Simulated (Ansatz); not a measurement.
# A hypothetical structure for CaCu3, part 2 of 2

Starting from a made-up structure for CaCu3, the aim is the relaxed cell, its shortest contacts and, where a second run follows, its electronic structure.

Ansatz 0.2.0; DFT, PBEsol, plane-wave PAW, default files, scalar-relativistic, ferromagnetic start, cell and ions relaxed at zero pressure (the session's first sound run).

So far: The structure; Relaxing cell and atoms. The relaxed cell has a = 3.975 Å (conventional setting).

## Step 3: Bands of the relaxed cell

A second self-consistent run takes a narrower smearing and the mesh shown in its input; the bands follow along the standard path of the relaxed lattice.

This step: DFT, PBEsol, plane-wave PAW, default files, scalar-relativistic, no spin, bands and density of states at the relaxed cell (Ansatz 0.2.0).

The input, input.yaml:

```yaml
crystal:
  lattice:
    - [3.9753739924, 0.0, 0.0]
    - [0.0, 3.9753739924, 0.0]
    - [0.0, 0.0, 3.9753739924]
  atoms:
    - { symbol: Cu, position: [0.5, 0.5, 0.0] }
    - { symbol: Cu, position: [0.5, 0.0, 0.5] }
    - { symbol: Cu, position: [0.0, 0.5, 0.5] }
    - { symbol: Ca, position: [0.0, 0.0, 0.0] }
kpoints:
  mp_grid: { grid: [8, 8, 8] }
  band_path:
    path:
      - [[0.0, 0.0, 0.0], [0.0, 0.5, 0.0], [0.5, 0.5, 0.0], [0.0, 0.0, 0.0], [0.5, 0.5, 0.5], [0.0, 0.5, 0.0]]
      - [[0.5, 0.5, 0.0], [0.5, 0.5, 0.5]]
    npoints: 13
scf:
  occupations: { method: fermi_dirac, width: 0.03 }
  n_extra_bands: 8
hamiltonian:
  xc: pbesol
  pseudopotentials: { kind: paw }
output:
  forces: true
  stress: true
  write_bands: true
  dos: { projected: true }
  write_density: true
  write_potential: true
  elf: true
  volumetric_format: npy
```

Command:

```
$ ansatz run input.yaml --threads 4 --pin off --max-ram 8192MiB --backend cpu --events-out ev --progress --plain --runs-dir out
```

Numbers of over 12 decimals in the logs are rounded to 6 here.

The log of the run:

```text
[...]
Crystal: 4 atoms, lattice volume = 62.825 Å³
Basis set: ecut = 420 eV, 1237 PW (Γ), exchange–correlation on 54×54×54 points (8 copies of the dense FFT grid, shifted against one another)
Bands: 42, of which v1, the nominal top of the filled ones, is band 34 counted from 1 (33 counted from 0)
Symmetry: 48 space group operations
[...]
k-points: 35 of 512
[...]
SCF iter   1: F=—  HF=-21559.208694 eV  |F-HF|=—  |Δ(HF+E_count)|=         —  Δρ=1.56e-2  dr2=8.68e-2  ethr=1.77e-3  ⟨swp⟩=7.5  Hψ=6301  notcnv=0  defer=5
[...]
SCF iter   7: F=-21559.186711 eV  HF=-21559.186711 eV  |F-HF|=4.52e-8  |Δ(HF+E_count)|=   1.38e-7  Δρ=1.16e-5  dr2=8.21e-8  ethr=1.49e-10  ⟨swp⟩=10.1  Hψ=9791  notcnv=0
SCF 1 converged in 7 iterations: F = -21559.186711 eV  dr2 = 8.21e-8
[...]
NSCF: frozen V_eff on 80 k-points
SCF converged after 7 iterations
Free energy (F): -21559.186711 eV
[...]
Internal energy: -21559.180318 eV  (E = F + TS)
E sigma→0 (E₀):  -21559.183514 eV
Entropy (-TS):   -0.006393 eV (-1.598 meV/atom)
Fermi energy:    12.773719 eV
[...]
--- Stress (GPa, compression-positive) ---
       -0.011897       0.000000       0.000000
        0.000000      -0.011897       0.000000
        0.000000       0.000000      -0.011897
  P = ⅓ Tr σ = -0.0119 GPa (-0.119 kbar)
--- Band table (eV; the first three rows and the last of 35) ---
  k-point 0: bands = [... 30 lower, 10.7840, 10.7840, 14.5178, 14.5178, 14.5877, 14.5877, 14.5877, 17.9039, ... 4 higher]
  k-point 1: bands = [... 30 lower, 10.6753, 10.7840, 13.0861, 14.5329, 14.6162, 14.6162, 15.6910, 17.8888, ... 4 higher]
  k-point 2: bands = [... 30 lower, 10.4838, 10.7842, 11.5817, 14.5767, 14.6135, 14.6135, 16.5422, 17.8781, ... 4 higher]
  k-point 34: bands = [... 30 lower, 10.6455, 11.7796, 13.0023, 13.0023, 13.0023, 13.0391, 13.0391, 13.0391, ... 4 higher]
```

The job ended after 3.1 s (4 threads of Arm Neoverse V1, shared host; peak memory 0.55 GiB).

Numbers from this step:

```yaml
free_energy: -21559.1867 eV
energy_at_zero_smearing: -21559.1835 eV
smearing_term_ts: 0.006393 eV
fermi_energy: 12.77 eV
pressure: -0.01190 GPa
```

bands.tsv at the labelled points (eV, zero at the Fermi level; the bands that come nearest the Fermi level along the path):

```tsv
point	band 30	band 31	band 32	band 33	band 34	band 35	band 36	band 37
Γ	-1.99	-1.99	-1.99	1.74	1.74	1.81	1.81	1.81
X	-2.61	-2.54	-2.28	-1.99	1.70	1.70	1.89	4.96
M	-2.64	-2.61	-2.46	-1.35	-0.77	-0.77	2.75	2.75
Γ	-1.99	-1.99	-1.99	1.74	1.74	1.81	1.81	1.81
R	-2.13	-2.13	-0.99	0.23	0.23	0.23	0.27	0.27
X	-2.61	-2.54	-2.28	-1.99	1.70	1.70	1.89	4.96
M	-2.64	-2.61	-2.46	-1.35	-0.77	-0.77	2.75	2.75
R	-2.13	-2.13	-0.99	0.23	0.23	0.23	0.27	0.27
```

ELF in the ac plane at fractional y = 0.000, with atoms of Cu and Ca within 0.2 Å of it. It is the smooth field of the valence electrons, not physical close to the nuclei.

Ten even steps from '_' (0.07) to '@' (0.86), each cell a mean:
```
@@@@@@==____::::..____**@@@@
@@@@##::__..::::::____--%%@@
**==..____..........____::++
________..............______
____........::--::........__
::::::....--**%%++::....::::
::::::....--##@@**::....::::
....::....::==++--..........
______..................____
--::____............____..--
@@%%++____..::::::..__..**%%
@@@@%%==____::::::____++@@@@
%%@@@@++____::::..__..##@@@@
```
Columns run along a (4.0 Å), rows up along c (4.0 Å). Atoms in or near the plane, at fractional coordinates: Cu at (0.50, 0.50), Ca at (0.00, 0.00).

Electrostatic potential energy in the ac plane at fractional y = 0.000, with atoms of Cu and Ca within 0.2 Å of it. With pseudopotentials it is smooth inside the atoms' cores, unlike the true potential.

Ten even steps from '0' (-48 eV) to '9' (15 eV), each cell a mean:
```
00479999998620
23689999999753
67899999999887
89999876789999
99998522368999
99997210147999
99996200037999
99997411258999
99999755689999
78899998999987
45789999999865
01479999998731
00378999998620
```
Columns run along a (4.0 Å; values clipped at the 3rd and 97th percentile), rows up along c (4.0 Å). Atoms in or near the plane, at fractional coordinates: Cu at (0.50, 0.50), Ca at (0.00, 0.00).

Valence density in the ac plane at fractional y = 0.000, with atoms of Cu and Ca within 0.2 Å of it. It is the smooth field of the valence electrons, not physical close to the nuclei.

Ten steps, logarithmic in the rise over the least value, from '0' (0 e/Å³) to '9' (53 e/Å³), each cell a mean:
```
54310000000135
43200000000123
11000000000001
00000112100000
00001356520000
00002589741000
00002589841000
00001467631000
00000133210000
11000000000001
32100000000022
54310000000134
55310000000245
```
Columns run along a (4.0 Å), rows up along c (4.0 Å). Atoms in or near the plane, at fractional coordinates: Cu at (0.50, 0.50), Ca at (0.00, 0.00).

## Step 4: Outcome

| Property | Result |
| --- | --- |
| space group, relaxed | Pm-3m |
| conventional cell | a = 3.975, b = 3.975, c = 3.975 Å; α = 90.0°, β = 90.0°, γ = 90.0° |
| volume per atom | 15.71 Å³ (guess 16.95) |
| total moment | 0.00 μB in the cell of 4 atoms |

CaCu3 relaxes to Pm-3m with a = 3.975, b = 3.975 and c = 3.975 Å. The guessed volume was 8 % too large. The space group Pm-3m was held in the relaxation, so the end point is a stationary structure within it and may be a saddle against distortions or other arrangements. The moments died out from this one start and weren't seeded again at the relaxed cell. Bands cross the Fermi level, so it is a metal or semimetal at this level. The electron count is odd, which forces that without spin polarisation or a larger cell. On the 8×8×8 mesh with the narrower smearing (relaxed on 7×7×7) the forces vanish, as symmetry may demand, and the largest stress component is 0.012 GPa, within the relaxation's thresholds of 0.015 eV/Å and 0.05 GPa. The cutoff wasn't tested. No dispersion term is used, so weakly bound directions may come out too long. Nothing here tests whether the compound is stable against decomposition.

[Logs are printed without paths, hosts, clocks, repeated set-up lines and the standing remarks that a program may print on its own settings, such as how far it seeks lower states.]

[Hosts, paths, dates, database ids (printed as entryN), source tags and the programs' standing remarks are cut or masked in the printed files.]
